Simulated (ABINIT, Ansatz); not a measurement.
# Quasiparticle gap of TiO2 (Rutile) in ABINIT

How does a plane-wave GW calculation on TiO2 (Rutile) run from the first input to the gap?

Program: ABINIT 10.8.3. Level of theory: PBE and many-body steps on it, plane waves. Results are calculated unless marked as measured.

**The experiments to reproduce.**

- Gap 3.05 eV: band gap; bulk crystal (literature experimental value) (quoted in “Hydrogen related defects in titanium dioxide at the interface to palladium”, 2021, arxiv:2112.05953).

- Gap 3.28 eV: optical bandgap after anatase to rutile transformation; spectroscopic ellipsometry; film (polycrystalline sol-gel film on Si(100), annealed at high temperature below 800 °C) (“Photocatalytic Performance of Sol-Gel Prepared TiO2 Thin Films Annealed at Various Temperatures”, 2023, pmc:10419699).

- Gap 3.03 eV: experimental band gap, quoted; bulk crystal (quoted in “Polaron-induced phonon localization and stiffening in rutile TiO2”, 2016, arxiv:1612.05679).

- Gap 3.09 ± 0.06 eV: optical gap from Tauc plot assuming indirect allowed transition; UV/vis diffuse reflectance, Kubelka-Munk and Tauc analysis; film (30 nm ALD shell on quartz particles, grown at 200 C, annealed in air at 500 C; rutile-rich with some anatase) on SiO2 (quartz particles) (“Defect-Mediated Crystallization of the Particulate TiO2 Photocatalyst Grown by Atomic Layer Deposition”, 2024, pmc:11726664).

Report form: the programs' logs are mostly left out.

**1. Starting point**

It takes space group P4_2/mnm (No. 136, tetragonal). Conventional cell: a = 4.592 Å, b = 4.592 Å, c = 2.957 Å, α = 90.00°, β = 90.00°, γ = 90.00°. Nearest to Ti lie 6 O at 1.95 to 1.98 Å. Nearest to O lie 3 Ti at 1.95 to 1.98 Å. Farther neighbours and most contacts between anions are not listed.

The cell and positions come from the Crystallography Open Database and are kept as given unless a step says otherwise.

**2. Ground state**

This step: ABINIT 10.8.3; DFT, PBE, plane waves, norm-conserving pseudopotentials.

The ground-state density comes first.

run.abi reads:

```
acell 3*1.0 Angstrom
rprim 
  4.592200000000 0.000000000000 0.000000000000
  0.000000000000 4.592200000000 0.000000000000
  0.000000000000 0.000000000000 2.957400000000
ntypat 2
znucl 22 8
natom 6
typat 1 1 2 2 2 2
xred 
  0.000000000000 0.000000000000 0.000000000000
  0.500000000000 0.500000000000 0.500000000000
  0.304960000000 0.304960000000 0.000000000000
  0.195040000000 0.804960000000 0.500000000000
  0.695040000000 0.695040000000 0.000000000000
  0.804960000000 0.195040000000 0.500000000000
pp_dirpath "pseudos"
pseudos "Ti.upf, O.upf"
ecut 38
ngkpt 4 4 8
nshiftk 1
shiftk 0 0 0
kptopt 1
chksymbreak 0
nband 31
occopt 1
tolvrs 1e-10
nstep 60
prtwf 0
indata_prefix "in"
outdata_prefix "out"
tmpdata_prefix "tmp"
```

The run is started by

```console
$ OMP_NUM_THREADS=1 mpirun -n 8 abinit run.abi > log
```

Elapsed: 30 s, on 8 MPI ranks of Arm Neoverse V2, shared host; peak memory 0.64 GiB; 4 min of CPU time.

This step gave:

| Property | Result |
| --- | --- |
| total energy | -5039.8207 eV |
| gap | 1.917 eV |
| k of the valence top | 0, 0, 0 |
| k of the conduction bottom | 0, 0, 0 |
| least direct gap | 1.917 eV |
| pressure | 4.265 GPa |

The gap is direct, at Γ.

The cutoff was set for levels, not for stress, so the pressure can be off by some GPa.

**3. Bands along the symmetry lines**

The cheap functional maps the bands first; the places of the edges decide which points the dearer methods must see.

run.abi reads:

```
acell 3*1.0 Angstrom
rprim 
  4.592200000000 0.000000000000 0.000000000000
  0.000000000000 4.592200000000 0.000000000000
  0.000000000000 0.000000000000 2.957400000000
ntypat 2
znucl 22 8
natom 6
typat 1 1 2 2 2 2
xred 
  0.000000000000 0.000000000000 0.000000000000
  0.500000000000 0.500000000000 0.500000000000
  0.304960000000 0.304960000000 0.000000000000
  0.195040000000 0.804960000000 0.500000000000
  0.695040000000 0.695040000000 0.000000000000
  0.804960000000 0.195040000000 0.500000000000
pp_dirpath "pseudos"
pseudos "Ti.upf, O.upf"
ecut 38
iscf -2
irdden 1
kptopt 0
nkpt 75
kpt 
  0.00000000 0.00000000 0.00000000
  0.00000000 0.06250000 0.00000000
  0.00000000 0.12500000 0.00000000
  0.00000000 0.18750000 0.00000000
  0.00000000 0.25000000 0.00000000
  0.00000000 0.31250000 0.00000000
  0.00000000 0.37500000 0.00000000
  0.00000000 0.43750000 0.00000000
  0.00000000 0.50000000 0.00000000
  0.06250000 0.50000000 0.00000000
  0.12500000 0.50000000 0.00000000
  0.18750000 0.50000000 0.00000000
  0.25000000 0.50000000 0.00000000
  0.31250000 0.50000000 0.00000000
  0.37500000 0.50000000 0.00000000
  0.43750000 0.50000000 0.00000000
  0.50000000 0.50000000 0.00000000
  0.43750000 0.43750000 0.00000000
  0.37500000 0.37500000 0.00000000
  0.31250000 0.31250000 0.00000000
  0.25000000 0.25000000 0.00000000
  0.18750000 0.18750000 0.00000000
  0.12500000 0.12500000 0.00000000
  0.06250000 0.06250000 0.00000000
  0.00000000 0.00000000 0.00000000
  0.00000000 0.00000000 0.06250000
  0.00000000 0.00000000 0.12500000
  0.00000000 0.00000000 0.18750000
  0.00000000 0.00000000 0.25000000
  0.00000000 0.00000000 0.31250000
  0.00000000 0.00000000 0.37500000
  0.00000000 0.00000000 0.43750000
  0.00000000 0.00000000 0.50000000
  0.00000000 0.06250000 0.50000000
  0.00000000 0.12500000 0.50000000
  0.00000000 0.18750000 0.50000000
  0.00000000 0.25000000 0.50000000
  0.00000000 0.31250000 0.50000000
  0.00000000 0.37500000 0.50000000
  0.00000000 0.43750000 0.50000000
  0.00000000 0.50000000 0.50000000
  0.06250000 0.50000000 0.50000000
  0.12500000 0.50000000 0.50000000
  0.18750000 0.50000000 0.50000000
  0.25000000 0.50000000 0.50000000
  0.31250000 0.50000000 0.50000000
  0.37500000 0.50000000 0.50000000
  0.43750000 0.50000000 0.50000000
  0.50000000 0.50000000 0.50000000
  0.43750000 0.43750000 0.50000000
  0.37500000 0.37500000 0.50000000
  0.31250000 0.31250000 0.50000000
  0.25000000 0.25000000 0.50000000
  0.18750000 0.18750000 0.50000000
  0.12500000 0.12500000 0.50000000
  0.06250000 0.06250000 0.50000000
  0.00000000 0.00000000 0.50000000
  0.00000000 0.50000000 0.00000000
  0.00000000 0.50000000 0.06250000
  0.00000000 0.50000000 0.12500000
  0.00000000 0.50000000 0.18750000
  0.00000000 0.50000000 0.25000000
  0.00000000 0.50000000 0.31250000
  0.00000000 0.50000000 0.37500000
  0.00000000 0.50000000 0.43750000
  0.00000000 0.50000000 0.50000000
  0.50000000 0.50000000 0.00000000
  0.50000000 0.50000000 0.06250000
  0.50000000 0.50000000 0.12500000
  0.50000000 0.50000000 0.18750000
  0.50000000 0.50000000 0.25000000
  0.50000000 0.50000000 0.31250000
  0.50000000 0.50000000 0.37500000
  0.50000000 0.50000000 0.43750000
  0.50000000 0.50000000 0.50000000
istwfk *1
nband 31
nbdbuf 2
tolwfr 1e-08
nstep 40
prtwf 0
prtvol 0
indata_prefix "in"
outdata_prefix "out"
tmpdata_prefix "tmp"
```

It took 42 s on 8 MPI ranks; peak memory 0.66 GiB.

Numbers from this step:

- gap: 1.917 eV
- k of the valence top: 0, 0, 0
- k of the conduction bottom: 0, 0, 0
- least direct gap: 1.917 eV

The gap is 1.917 eV, as in the run before at this level.

Electronic bands along the path, in eV, zero at the top of the highest filled band:

```tsv
point	band 21	band 22	band 23	band 24	band 25	band 26	band 27	band 28
Γ	-0.71	-0.45	-0.45	0.00	1.92	2.22	2.45	2.55
halfway	-1.43	-1.07	-0.82	-0.23	2.21	2.54	2.77	2.84
X	-1.64	-1.64	-0.74	-0.74	2.59	2.59	3.06	3.06
halfway	-1.48	-1.48	-1.08	-1.08	2.32	2.32	2.81	2.81
M	-1.31	-1.31	-1.06	-1.06	1.96	1.96	2.57	2.57
halfway	-1.73	-1.15	-1.12	-0.40	1.99	2.56	2.63	3.07
Γ	-0.71	-0.45	-0.45	0.00	1.92	2.22	2.45	2.55
halfway	-1.78	-1.48	-1.48	-0.46	2.27	2.60	2.87	3.18
Z	-2.35	-2.35	-1.42	-1.42	3.01	3.01	3.21	3.21
halfway	-1.78	-1.78	-1.61	-1.61	2.49	2.49	3.23	3.23
R	-2.04	-2.04	-1.03	-1.03	1.95	1.95	3.24	3.24
halfway	-1.52	-1.52	-0.88	-0.88	2.21	2.21	3.25	3.25
A	-1.27	-1.27	-0.68	-0.68	2.63	2.63	3.26	3.26
halfway	-1.83	-1.56	-1.38	-1.18	2.14	2.81	3.23	3.24
Z	-2.35	-2.35	-1.42	-1.42	3.01	3.01	3.21	3.21
jump to X	-1.64	-1.64	-0.74	-0.74	2.59	2.59	3.06	3.06
halfway	-1.97	-1.97	-0.85	-0.85	2.60	2.60	3.23	3.23
R	-2.04	-2.04	-1.03	-1.03	1.95	1.95	3.24	3.24
jump to M	-1.31	-1.31	-1.06	-1.06	1.96	1.96	2.57	2.57
halfway	-1.78	-1.78	-1.36	-1.36	2.73	2.73	2.93	2.93
A	-1.27	-1.27	-0.68	-0.68	2.63	2.63	3.26	3.26
```

**4. Empty states on the mesh, 4×4×4 mesh, 199 bands**

The sums over transitions need many empty states on a uniform mesh; this step solves for them.

run.abi reads:

```
acell 3*1.0 Angstrom
rprim 
  4.592200000000 0.000000000000 0.000000000000
  0.000000000000 4.592200000000 0.000000000000
  0.000000000000 0.000000000000 2.957400000000
ntypat 2
znucl 22 8
natom 6
typat 1 1 2 2 2 2
xred 
  0.000000000000 0.000000000000 0.000000000000
  0.500000000000 0.500000000000 0.500000000000
  0.304960000000 0.304960000000 0.000000000000
  0.195040000000 0.804960000000 0.500000000000
  0.695040000000 0.695040000000 0.000000000000
  0.804960000000 0.195040000000 0.500000000000
pp_dirpath "pseudos"
pseudos "Ti.upf, O.upf"
ecut 38
ngkpt 4 4 4
nshiftk 1
shiftk 0 0 0
kptopt 1
chksymbreak 0
irdden 1
istwfk *1
nband 199
prtvol 0
optdriver 6
gwr_task "HDIAGO"
paral_kgb 0
occopt 1
indata_prefix "in"
outdata_prefix "out"
tmpdata_prefix "tmp"
```

The job ended after 3.2 min (8 MPI ranks; peak memory 9.9 GiB).

Numbers from this step:

```yaml
gap: 1.917 eV
k_of_the_valence_top: 0, 0, 0
k_of_the_conduction_bottom: 0, 0, 0
least_direct_gap: 1.917 eV
k_points_computed: 18
lowest_point_of_the_top_converged_band_above_the_valence_top: 98.8452 eV
```

On this mesh the gap is 1.917 eV.

**5. Screening, 4×4×4 mesh, 191 bands, screening to 174.2 eV**

The RPA dielectric matrix is built and inverted for each q.

This step: RPA screening on PBE, plane waves, norm-conserving pseudopotentials.

Edit run.abi of step 4 so:

```diff
@@ -24,10 +24,11 @@
 chksymbreak 0
-irdden 1
 istwfk *1
-nband 199
-prtvol 0
-optdriver 6
-gwr_task "HDIAGO"
-paral_kgb 0
 occopt 1
+irdwfk 1
+optdriver 3
+nband 191
+ecuteps 6.4
+inclvkb 2
+awtr 1
+symchi 1
 indata_prefix "in"
```

The job ended after 3.7 min (8 MPI ranks; peak memory 4.4 GiB; 30 min of CPU time).

This step gave:

```
ε∞ with local fields, on this mesh, along the program's q direction : 8.54
the same without local fields                                       : 8.974
plasma frequency                                                    : 32.58 eV
plane waves in the screening matrix                                 : 315
```

Local fields lower ε∞ by 5 %. On a Γ-centred mesh this coarse the value itself is usually too large, while a short band sum pulls it down.

**6. Self-energy, 4×4×4 mesh, 191 bands, screening to 174.2 eV**

The self-energy is evaluated for the states that the input lists, and the levels follow from it, in one-shot runs by the linearised quasiparticle equation.

This step: G0W0 on PBE, plane waves, norm-conserving pseudopotentials.

Edit run.abi of step 5 so:

```diff
@@ -27,8 +27,15 @@
 irdwfk 1
-optdriver 3
+optdriver 4
 nband 191
+gwcalctyp 0
+ecutsigx 38
+symsigma 1
+nkptgw 1
+kptgw 
+  0.0000000000 0.0000000000 0.0000000000
+bdgw 
+  22 26
 ecuteps 6.4
-inclvkb 2
-awtr 1
-symchi 1
+irdscr 1
+ppmodel 1
 indata_prefix "in"
```

Elapsed: 11 s, on 8 MPI ranks; peak memory 3 GiB; 89 s of CPU time.

This step gave:

```yaml
g0w0_gap_on_the_points_computed: 3.343 eV
starting_gap_on_the_mesh: 1.917 eV
k_of_the_valence_top: 0, 0, 0
k_of_the_conduction_bottom: 0, 0, 0
z_at_the_valence_top: 0.763
z_at_the_conduction_bottom: 0.778
least_direct_g0w0_gap_on_the_computed_points: 3.343 eV
```

The gap on the mesh goes from 1.92 eV to 3.34 eV, a correction of +1.43 eV.

Limits: finite bands, cutoff and mesh; coarse k mesh. v1 is the top filled band, c1 the lowest empty one. The levels before and after the correction (eV, zero at the valence-band top of each column):

```tsv
	conduction bottom	valence top
Kohn-Sham	1.92	0.00
G0W0	3.34	0.00
```

```tsv
	level	energy (eV)
Kohn-Sham	Γ v3-v2	-0.452
Kohn-Sham	Γ v1	0.000
Kohn-Sham	Γ c1	1.917
Kohn-Sham	Γ c2	2.219
G0W0	Γ v3-v2	-0.478
G0W0	Γ v1	0.000
G0W0	Γ c1	3.343
G0W0	Γ c2	3.563
```

**7. Where the time went**

Times are wall times on 8 MPI ranks of Arm Neoverse V2, shared host, good to a factor of about two.

```tsv
step	time	share	memory (GiB)
ground state	30 s	6 %	0.64
bands along the symmetry lines	42 s	8 %	0.66
empty states on the mesh	3.2 min	39 %	9.9
screening	3.7 min	45 %	4.4
self-energy	11 s	2 %	3.0
```

**8. Results**

* PBE gap: 1.92 eV, direct
* G0W0 gap on the mesh: 3.34 eV
* GW settings: 4×4×4 mesh, 191 bands, screening to 174.2 eV, Godby-Needs plasmon pole
* known limits: not at the basis limit; coarse k mesh

G0W0 moves the gap on the mesh from 1.92 eV to 3.34 eV (+1.43 eV), with Z of 0.76 and 0.78 at the edges. Local fields lower the RPA ε∞ on this mesh from 8.97 to 8.54; a Γ-centred mesh this coarse tends to raise both, most where the direct gap is narrow, while a short band sum lowers them. Only 1 of the mesh's irreducible points was corrected, so a valley elsewhere could overtake. Against experiment, by G0W0@PBE: the gap of 3.34 eV lies +0.29 eV from the measured 3.05 eV (kind not stated, quoted 2021); the gap of 3.34 eV lies +0.06 eV from the measured 3.28 eV (optical, 2023); the gap of 3.34 eV lies +0.31 eV from the measured 3.03 eV (kind not stated, quoted 2016); the gap of 3.34 eV lies +0.25 eV from the measured 3.09 ± 0.06 eV (indirect, on SiO2 (quartz particles), 2024). An exciton line or allowed optical edge lies below the quasiparticle gap by the binding energy; a forbidden edge can push the onset above it. The calculation has static nuclei and no excitons; a measured gap holds zero-point and thermal motion, which mostly lowers it. Bands and cutoff are finite, so the gap is not at the basis limit. The miss can reach some tenths of an eV and take either sign; the mesh is an error of its own. In the G0W0 run levels were corrected at 1 k point alone, so a gap called «on the mesh» is the least over those, and an edge elsewhere would be missed. The 4×4×4 mesh is coarse for this cell, which bears on the long-range parts of exchange and screening.

[Paths, hosts, dates, memory and timing lines, banners, echoed tables and standing remarks are left out of the program output.]

[Logs are printed without paths, hosts, clocks, repeated set-up lines and the standing remarks that a program may print on its own settings, such as how far it seeks lower states.]

[Runs of the session that timed out or met a known fault of the program may be left out.]

[Hosts, paths, dates, database ids (printed as entryN), source tags and the programs' standing remarks are cut or masked in the printed files.]

[G0W0 gaps are taken among the corrected bands and points alone; a level outside them can change the order at an edge.]

[Where Ansatz stands beside ABINIT at settings called matched, ABINIT's density can come from a denser mesh and the files from another edition; pairs whose starting gaps differed by over 0.03 eV were left out, so agreement reads better than it is.]
